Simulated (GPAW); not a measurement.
## The basis that the transmission of a B chain with one O atom in line needs

Wanted: the zero-bias transmission of a B chain with one O atom in line on a ladder of levels, with run times.

Program: GPAW 26.7.0. Level of theory: GPAW LCAO, PAW setups; Landauer transmission from Green's functions with principal layers (ASE), zero bias. Results are calculated unless marked as measured.

### 1. The structure

The cell holds 13 atoms: 12 B and 1 O. Its edges and angles: a = 9.000 Å, b = 9.000 Å, c = 19.568 Å, α = 90.0°, β = 90.0°, γ = 90.0°. Regions: left lead, 6 atoms (6 B); channel, 1 atom (1 O); right lead, 6 atoms (6 B). Vacuum lies along a and b. The structure is stacked along c, and the current runs across the ab planes.

### 2. GPAW, dzp

The script solves lead and junction separately, takes H and S in the orbital basis, and joins semi-infinite leads through their self-energies; the dzp basis is the working standard.

The input, run.py:

```python
import json
import numpy as np
from ase import Atoms
from ase.transport.calculators import TransportCalculator
from gpaw import GPAW, FermiDirac
from gpaw.lcao.tools import get_lcao_hamiltonian
from scipy.linalg import eigh

# The junction with lead layers at both ends, along the third cell vector
device = Atoms(
    ['B', 'B', 'B', 'B', 'B', 'B', 'O', 'B', 'B', 'B', 'B', 'B', 'B'],
    positions=[
        [4.50000, 4.50000, 0.77500],
        [4.50000, 4.50000, 2.32500],
        [4.50000, 4.50000, 3.87500],
        [4.50000, 4.50000, 5.42500],
        [4.50000, 4.50000, 6.97500],
        [4.50000, 4.50000, 8.52500],
        [4.50000, 4.50000, 9.78400],
        [4.50000, 4.50000, 11.04300],
        [4.50000, 4.50000, 12.59300],
        [4.50000, 4.50000, 14.14300],
        [4.50000, 4.50000, 15.69300],
        [4.50000, 4.50000, 17.24300],
        [4.50000, 4.50000, 18.79300]],
    cell=[[9.0, 0.0, 0.0], [0.0, 9.0, 0.0], [0.0, 0.0, 19.568]],
    pbc=True)

# One principal layer of the lead: the first 4 atoms of the device
lead = Atoms(
    ['B', 'B', 'B', 'B'],
    positions=[
        [4.50000, 4.50000, 0.77500],
        [4.50000, 4.50000, 2.32500],
        [4.50000, 4.50000, 3.87500],
        [4.50000, 4.50000, 5.42500]],
    cell=[[9.0, 0.0, 0.0], [0.0, 9.0, 0.0], [0.0, 0.0, 6.2]],
    pbc=True)

settings = dict(mode='lcao', basis='dzp', xc='PBE', h=0.18,
                occupations=FermiDirac(0.1), maxiter=250,
                mixer=dict(beta=0.1, nmaxold=8, weight=100.0),
                convergence=dict(density=0.0001))
energies = np.arange(-2, 2 + 1e-9, 0.05)
eta = 0.0001
n1, n2 = 1, 1
# k and -k transmit alike, so half of the mesh across the current serves
mesh = [(i, j) for i in range(n1) for j in range(n2) if (i, j) <= (-i % n1, -j % n2)]
weights = np.array([1 if (i, j) == (-i % n1, -j % n2) else 2 for i, j in mesh]) / (n1 * n2)

# [... helper functions left out ...]
fermi_lead = ground_state(lead, (1, 1, 18), 'lead.txt')
fermi_device = ground_state(device, (1, 1, 4), 'device.txt')
# [... loop over the mesh left out, but for ...]
        # Shift the lead onto the potential of the device's first layer
        shift = ((H[:, 0, 0] - H0[:, 0, 0]) / S0[0, 0]).real.mean()
# [...]
kT = 8.617333e-5 * 300
bias = [0.1, 0.2, 0.5, 1.0, 1.5, 2.0]
# [... integrals and printing left out ...]
```

Started as:

```
OMP_NUM_THREADS=1 OPENBLAS_NUM_THREADS=1 python run.py
```

The program printed:

```text
basis functions: device 169, principal layer 52
Fermi level: lead -4.8867 eV, device -4.5338 eV; lead shifted by 0.0297 eV
largest coupling past the next layer 9.71e-05 eV, largest misfit of the first layer 0.110 eV
  E-E_F (eV)   T (one spin)  channels
    -2.000    1.3427e-12    0.0000
    -1.950    1.3154e-12    0.0000
    -1.900    1.2904e-12    0.0000
    -1.850    1.2666e-12    0.0000
    -1.800    1.2436e-12    0.0000
    -1.750    1.2212e-12    0.0000
    -1.700    1.1994e-12    0.0000
    -1.650    1.1783e-12    0.0000
    -1.600    1.1584e-12    0.0000
    -1.550    1.1405e-12    0.0000
    -1.500    1.1267e-12    0.0000
    -1.450    1.1216e-12    0.0000
    -1.400    1.1375e-12    0.0000
    -1.350    1.2089e-12    0.0000
    -1.300    1.4393e-12    0.0000
    -1.250    2.1781e-12    0.0000
[...]
1.650    1.2346e+00    2.0000
     1.700    1.2340e+00    2.0000
     1.750    1.2334e+00    2.0000
     1.800    1.2329e+00    2.0000
     1.850    1.2323e+00    2.0000
     1.900    1.2316e+00    2.0000
     1.950    1.2308e+00    2.0000
     2.000    1.2299e+00    2.0000
conductance at 300 K: 1.7508 G0 a cell; thermopower 1.672 uV/K
current from the zero-bias T(E) at 0.1 V: 13.56 uA
current from the zero-bias T(E) at 0.2 V: 27.09 uA
current from the zero-bias T(E) at 0.5 V: 67.193 uA
current from the zero-bias T(E) at 1.0 V: 130.6 uA
current from the zero-bias T(E) at 1.5 V: 187.52 uA
current from the zero-bias T(E) at 2.0 V: 230.23 uA
```

It took 68 s on 1 thread of Arm Neoverse N1, shared host; peak memory 0.93 GiB.

Numbers from this step:

| Quantity | Value |
| --- | --- |
| conductance | 1.751 G₀ |
| thermopower | 1.672 μV/K |
| largest coupling past the next principal layer | 9.71e-5 eV |
| largest misfit of the first principal layer | 0.1100 eV |
| shift that aligns the lead | 0.02970 eV |
| basis functions of the junction | 169 |
| basis functions of a principal layer | 52 |
| transmission at the Fermi level (one spin) | 1.753 |
| open channels of the lead at the Fermi level (one spin) | 2 |

One spin. Transmission, zone mean against energy, zero at the Fermi level:

```csv
energy (eV),"transmission, zone mean"
-2.00,1.3e-12
-1.85,1.3e-12
-1.70,1.2e-12
-1.60,1.2e-12
-1.45,1.1e-12
-1.30,1.4e-12
-1.15,1.5e-11
-1.05,4.3e-10
-0.90,0.890
-0.85,1.78
-0.75,1.46
-0.60,1.54
-0.50,1.65
-0.35,1.76
-0.20,1.80
-0.05,1.77
0.00,1.75
0.05,1.73
0.20,1.65
0.35,1.55
0.50,1.46
0.60,1.41
0.75,1.35
0.90,1.30
1.05,1.27
1.15,1.26
1.30,1.24
1.45,1.24
1.60,1.24
1.70,1.23
1.85,1.23
2.00,1.23
```

Crossings of the lead's bands, unfolded to its shortest repeat. Open channels, zone mean against energy, zero at the Fermi level:

```csv
energy (eV),"open channels, zone mean"
-2.00,0
-1.90,0
-1.80,0
-1.70,0
-1.55,0
-1.45,0
-1.35,0
-1.25,0
-1.15,0
-1.05,0
-0.90,2
-0.80,2
-0.70,2
-0.60,2
-0.50,2
-0.40,2
-0.25,2
-0.15,2
-0.05,2
0.00,2
0.05,2
0.15,2
0.25,2
0.40,2
0.50,2
0.60,2
0.70,2
0.80,2
0.90,2
1.05,2
1.15,2
1.25,2
1.35,2
1.45,2
1.55,2
1.70,2
1.80,2
1.90,2
2.00,2
```

Not self-consistent under bias; the bias window is split evenly. Table of current through one cell, from the zero-bias transmission by bias:

```csv
bias (V),"current through one cell, from the zero-bias transmission (μA)"
0.100,13.6
0.200,27.1
0.500,67.2
1.000,131
1.500,188
2.000,230
```

Transmission of the three most open eigenchannels against energy, zero at the Fermi level:

```csv
energy (eV),channel 1,channel 2,channel 3
-1.000,2.5e-9,2.5e-9,0
-0.800,0.770,0.770,0
-0.600,0.772,0.772,0
-0.400,0.867,0.867,0
-0.200,0.898,0.898,0
0.000,0.876,0.876,0
0.200,0.823,0.823,0
0.400,0.760,0.760,0
0.600,0.705,0.705,0
0.800,0.665,0.665,0
1.000,0.640,0.640,0
1.200,0.626,0.626,0
1.400,0.620,0.620,0
1.600,0.618,0.618,0
1.800,0.616,0.616,0
2.000,0.615,0.615,0
```

Couplings past the next layer reach 9.7e-5 eV, small enough to drop; the matrix elements of the cell's first layer differ from the bulk lead's by up to 0.11 eV. That layer keeps its own values in the calculation, and only beyond it is the lead taken as perfect. The Fermi levels of lead and junction count from different zeros of potential, one for each periodic cell; with both set to zero, the small remaining shift is what aligns them. By hand: G = 1.751 × 77.48 μS = 136 μS, a resistance of 7.37 kΩ; at 0.1 V a linear junction would pass 13.6 μA, and the integral over the bias window gives 13.6 μA. Mott's formula, S = -(π²/3)(k_B²T/e) d ln T/dE, has the prefactor 7.33 μV/K·eV at 300 K; T = 1.771 at -0.05 eV and 1.731 at 0.05 eV give a slope of -0.232 per eV and S = 1.70 μV/K, beside 1.67 μV/K from the thermal integral, which interpolates the same grid.

### 3. GPAW, szp: basis = "szp(dzp)"

The second zeta is dropped, the polarisation orbitals stay.

Changes to run.py since step 2:

```diff
@@ -39,3 +39,3 @@
 
-settings = dict(mode='lcao', basis='dzp', xc='PBE', h=0.18,
+settings = dict(mode='lcao', basis='szp(dzp)', xc='PBE', h=0.18,
                 occupations=FermiDirac(0.1), maxiter=250,
```

The program printed:

```text
basis functions: device 117, principal layer 36
Fermi level: lead -6.2062 eV, device -5.8510 eV; lead shifted by 0.0308 eV
largest coupling past the next layer 9.76e-05 eV, largest misfit of the first layer 0.099 eV
  E-E_F (eV)   T (one spin)  channels
    -2.000    1.4307e-18    0.0000
    -1.950    2.1254e-18    0.0000
    -1.900    3.3806e-18    0.0000
    -1.850    5.6665e-18    0.0000
    -1.800    9.8943e-18    0.0000
    -1.750    1.7862e-17    0.0000
    -1.700    3.3201e-17    0.0000
    -1.650    6.3430e-17    0.0000
    -1.600    1.2455e-16    0.0000
    -1.550    2.5170e-16    0.0000
    -1.500    5.2463e-16    0.0000
    -1.450    1.1314e-15    0.0000
    -1.400    2.5344e-15    0.0000
    -1.350    5.9279e-15    0.0000
    -1.300    1.4571e-14    0.0000
    -1.250    3.7953e-14    0.0000
[...]
1.650    1.2933e+00    2.0000
     1.700    1.2925e+00    2.0000
     1.750    1.2918e+00    2.0000
     1.800    1.2910e+00    2.0000
     1.850    1.2903e+00    2.0000
     1.900    1.2895e+00    2.0000
     1.950    1.2887e+00    2.0000
     2.000    1.2879e+00    2.0000
conductance at 300 K: 1.7824 G0 a cell; thermopower 1.854 uV/K
current from the zero-bias T(E) at 0.1 V: 13.805 uA
current from the zero-bias T(E) at 0.2 V: 27.578 uA
current from the zero-bias T(E) at 0.5 V: 68.379 uA
current from the zero-bias T(E) at 1.0 V: 132.61 uA
current from the zero-bias T(E) at 1.5 V: 189.73 uA
current from the zero-bias T(E) at 2.0 V: 219.02 uA
```

It took 60 s on 1 thread; peak memory 0.91 GiB.

This step gave:

```yaml
conductance: 1.782 G₀
thermopower: 1.854 μV/K
largest_coupling_past_the_next_principal_layer: 9.76e-5 eV
largest_misfit_of_the_first_principal_layer: 0.09915 eV
shift_that_aligns_the_lead: 0.03085 eV
basis_functions_of_the_junction: 117
basis_functions_of_a_principal_layer: 36
transmission_at_the_fermi_level_one_spin: 1.785
```

One spin. Table of transmission, zone mean by energy, zero at the Fermi level:

```csv
energy (eV),"transmission, zone mean"
-2.000,0
-1.800,0
-1.600,0
-1.400,0
-1.200,0
-1.000,2.0e-11
-0.800,0.00217
-0.750,1.96
-0.600,1.54
-0.400,1.76
-0.200,1.83
0.000,1.78
0.200,1.67
0.400,1.54
0.600,1.44
0.800,1.37
1.000,1.33
1.200,1.31
1.400,1.30
1.600,1.29
1.800,1.29
2.000,1.29
```

Crossings of the lead's bands, unfolded to its shortest repeat. Open channels, zone mean against energy, zero at the Fermi level:

```csv
energy (eV),"open channels, zone mean"
-2.00,0
-1.90,0
-1.80,0
-1.70,0
-1.55,0
-1.45,0
-1.35,0
-1.25,0
-1.15,0
-1.05,0
-0.90,0
-0.80,0
-0.70,2
-0.60,2
-0.50,2
-0.40,2
-0.25,2
-0.15,2
-0.05,2
0.00,2
0.05,2
0.15,2
0.25,2
0.40,2
0.50,2
0.60,2
0.70,2
0.80,2
0.90,2
1.05,2
1.15,2
1.25,2
1.35,2
1.45,2
1.55,2
1.70,2
1.80,2
1.90,2
2.00,2
```

Not self-consistent under bias; the bias window is split evenly. Current through one cell, from the zero-bias transmission against bias:

```csv
bias (V),"current through one cell, from the zero-bias transmission (μA)"
0.100,13.8
0.200,27.6
0.500,68.4
1.000,133
1.500,190
2.000,219
```

Transmission of the three most open eigenchannels against energy, zero at the Fermi level:

```csv
energy (eV),channel 1 = channel 2,channel 3
-2.00,0,0
-1.90,0,0
-1.80,0,0
-1.70,0,0
-1.55,0,0
-1.45,0,0
-1.35,0,0
-1.25,0,0
-1.15,0,0
-1.05,2.1e-12,0
-0.90,5.9e-10,0
-0.80,0.00109,0
-0.70,0.813,0
-0.60,0.771,0
-0.50,0.826,0
-0.40,0.879,0
-0.25,0.915,0
-0.15,0.916,0
-0.05,0.903,0
0.00,0.892,0
0.05,0.880,0
0.15,0.850,0
0.25,0.817,0
0.40,0.770,0
0.50,0.742,0
0.60,0.718,0
0.70,0.699,0
0.80,0.684,0
0.90,0.672,0
1.05,0.661,0
1.15,0.656,0
1.25,0.652,0
1.35,0.650,0
1.45,0.649,0
1.55,0.647,0
1.70,0.646,0
1.80,0.646,0
1.90,0.645,0
2.00,0.644,0
```

The conductance, 1.78 G₀, lies 1.8 % above that of the dzp run.

### 4. GPAW, sz: basis = "sz(dzp)"

The minimal basis is the cheapest rung: no second zeta and no polarisation.

Changes to run.py since step 3:

```diff
@@ -39,3 +39,3 @@
 
-settings = dict(mode='lcao', basis='szp(dzp)', xc='PBE', h=0.18,
+settings = dict(mode='lcao', basis='sz(dzp)', xc='PBE', h=0.18,
                 occupations=FermiDirac(0.1), maxiter=250,
```

The program printed:

```text
basis functions: device 52, principal layer 16
Fermi level: lead -6.6757 eV, device -6.2925 eV; lead shifted by 0.0325 eV
largest coupling past the next layer 9.79e-05 eV, largest misfit of the first layer 0.099 eV
  E-E_F (eV)   T (one spin)  channels
    -2.000    1.3606e-18    0.0000
    -1.950    2.4110e-18    0.0000
    -1.900    4.3350e-18    0.0000
[...]
1.950    1.3889e+00    2.0000
     2.000    1.3885e+00    2.0000
conductance at 300 K: 1.8315 G0 a cell; thermopower 1.563 uV/K
current from the zero-bias T(E) at 0.1 V: 14.186 uA
current from the zero-bias T(E) at 0.2 V: 28.344 uA
current from the zero-bias T(E) at 0.5 V: 70.38 uA
current from the zero-bias T(E) at 1.0 V: 137.29 uA
current from the zero-bias T(E) at 1.5 V: 197.27 uA
current from the zero-bias T(E) at 2.0 V: 228.28 uA
```

Elapsed: 36 s, on 1 thread; peak memory 0.82 GiB.

Numbers from this step:

- conductance: 1.831 G₀
- thermopower: 1.563 μV/K
- largest coupling past the next principal layer: 9.79e-5 eV
- largest misfit of the first principal layer: 0.09921 eV
- shift that aligns the lead: 0.03245 eV
- basis functions of the junction: 52
- basis functions of a principal layer: 16
- transmission at the Fermi level (one spin): 1.833

The conductance, 1.83 G₀, lies 4.6 % above that of the dzp run.

### 5. revPBE in the dzp basis: xc = "revPBE"

Back in the dzp basis, the functional changes from PBE to revPBE, to set the spread between functionals beside that between bases.

Changes to run.py since step 4:

```diff
@@ -39,3 +39,3 @@
 
-settings = dict(mode='lcao', basis='sz(dzp)', xc='PBE', h=0.18,
+settings = dict(mode='lcao', basis='dzp', xc='revPBE', h=0.18,
                 occupations=FermiDirac(0.1), maxiter=250,
```

The program printed:

```text
basis functions: device 169, principal layer 52
Fermi level: lead -4.8065 eV, device -4.4538 eV; lead shifted by 0.0305 eV
largest coupling past the next layer 9.72e-05 eV, largest misfit of the first layer 0.111 eV
  E-E_F (eV)   T (one spin)  channels
    -2.000    1.3453e-12    0.0000
    -1.950    1.3190e-12    0.0000
    -1.900    1.2945e-12    0.0000
[...]
1.950    1.2155e+00    2.0000
     2.000    1.2147e+00    2.0000
conductance at 300 K: 1.7434 G0 a cell; thermopower 1.731 uV/K
current from the zero-bias T(E) at 0.1 V: 13.503 uA
current from the zero-bias T(E) at 0.2 V: 26.975 uA
current from the zero-bias T(E) at 0.5 V: 66.899 uA
current from the zero-bias T(E) at 1.0 V: 129.96 uA
current from the zero-bias T(E) at 1.5 V: 186.43 uA
current from the zero-bias T(E) at 2.0 V: 229.12 uA
```

The job ended after 69 s (1 thread; peak memory 0.93 GiB).

This step gave:

- conductance: 1.743 G₀
- thermopower: 1.731 μV/K
- largest coupling past the next principal layer: 9.72e-5 eV
- largest misfit of the first principal layer: 0.1115 eV
- shift that aligns the lead: 0.03047 eV
- basis functions of the junction: 169
- basis functions of a principal layer: 52
- transmission at the Fermi level (one spin): 1.746

One spin. Table of transmission, zone mean by energy, zero at the Fermi level:

```csv
energy (eV),"transmission, zone mean"
-2.00,1.3e-12
-1.90,1.3e-12
-1.80,1.2e-12
-1.70,1.2e-12
-1.55,1.1e-12
-1.45,1.1e-12
-1.35,1.2e-12
-1.25,2.2e-12
-1.15,1.6e-11
-1.05,4.6e-10
-0.90,1.04
-0.85,1.77
-0.80,1.53
-0.70,1.45
-0.60,1.54
-0.50,1.65
-0.40,1.73
-0.25,1.79
-0.20,1.79
-0.15,1.79
-0.05,1.76
0.00,1.75
0.05,1.72
0.15,1.67
0.25,1.60
0.40,1.51
0.50,1.45
0.60,1.40
0.70,1.35
0.80,1.31
0.90,1.29
1.05,1.26
1.15,1.24
1.25,1.23
1.35,1.23
1.45,1.22
1.55,1.22
1.70,1.22
1.80,1.22
1.90,1.22
2.00,1.21
```

The conductance, 1.74 G₀, lies 0.4 % below that of the dzp run.

### 6. All levels side by side

Times are for 1 thread of Arm Neoverse N1, shared host. The series side by side:

```csv
no.,run,conductance (G₀),time,memory (GiB)
1,dzp,1.751,68 s,0.93
2,szp,1.782,60 s,0.91
3,sz,1.831,36 s,0.82
4,dzp revPBE,1.743,69 s,0.93
```

### 7. Comparison

The curves are compared point by point over the common energies.

This step: comparison of transmission and cost over codes and levels (GPAW 26.7.0).

Ladder, by row:

```csv
step,code,T at the Fermi level (sum over the listed spins),conductance (G0),r.m.s. T(E) from the first,wall time (s),peak memory (GiB),threads
dzp,GPAW,1.753,1.751,0,67.95,0.93,1
szp,GPAW,1.785,1.782,0.2877,60.03,0.91,1
sz,GPAW,1.833,1.831,0.3014,35.84,0.82,1
dzp-revPBE,GPAW,1.746,1.743,0.0202,68.54,0.93,1
```

Table of transmission, zone mean, sum over the listed spins by energy, zero at the Fermi level:

```csv
energy (eV),dzp,szp,sz,dzp-revPBE
-2.00,1.3e-12,0,0,1.3e-12
-1.85,1.3e-12,0,0,1.3e-12
-1.70,1.2e-12,0,0,1.2e-12
-1.50,1.1e-12,0,0,1.1e-12
-1.35,1.2e-12,0,1.2e-14,1.2e-12
-1.20,4.8e-12,1.1e-13,2.3e-13,4.9e-12
-1.05,4.3e-10,4.2e-12,1.1e-11,4.6e-10
-0.90,0.890,1.2e-9,5.9e-9,1.04
-0.85,1.78,3.1e-8,5.1e-7,1.77
-0.70,1.46,1.63,1.66,1.45
-0.55,1.60,1.59,1.68,1.59
-0.40,1.74,1.76,1.82,1.73
-0.25,1.79,1.83,1.88,1.79
-0.20,1.80,1.83,1.88,1.79
-0.10,1.78,1.82,1.87,1.78
0.00,1.75,1.78,1.83,1.75
0.10,1.71,1.73,1.79,1.70
0.25,1.62,1.63,1.70,1.60
0.40,1.52,1.54,1.62,1.51
0.55,1.43,1.46,1.54,1.42
0.70,1.37,1.40,1.49,1.35
0.90,1.30,1.34,1.44,1.29
1.05,1.27,1.32,1.42,1.26
1.20,1.25,1.31,1.40,1.24
1.35,1.24,1.30,1.40,1.23
1.50,1.24,1.30,1.39,1.22
1.70,1.23,1.29,1.39,1.22
1.85,1.23,1.29,1.39,1.22
2.00,1.23,1.29,1.39,1.21
```

(Continued in part 2 of 2.)

[Logs are printed without paths, hosts, clocks, repeated set-up lines and the standing remarks that a program may print on its own settings, such as how far it seeks lower states.]

[Hosts, paths, dates, database ids (printed as entryN), source tags and the programs' standing remarks are cut or masked in the printed files.]
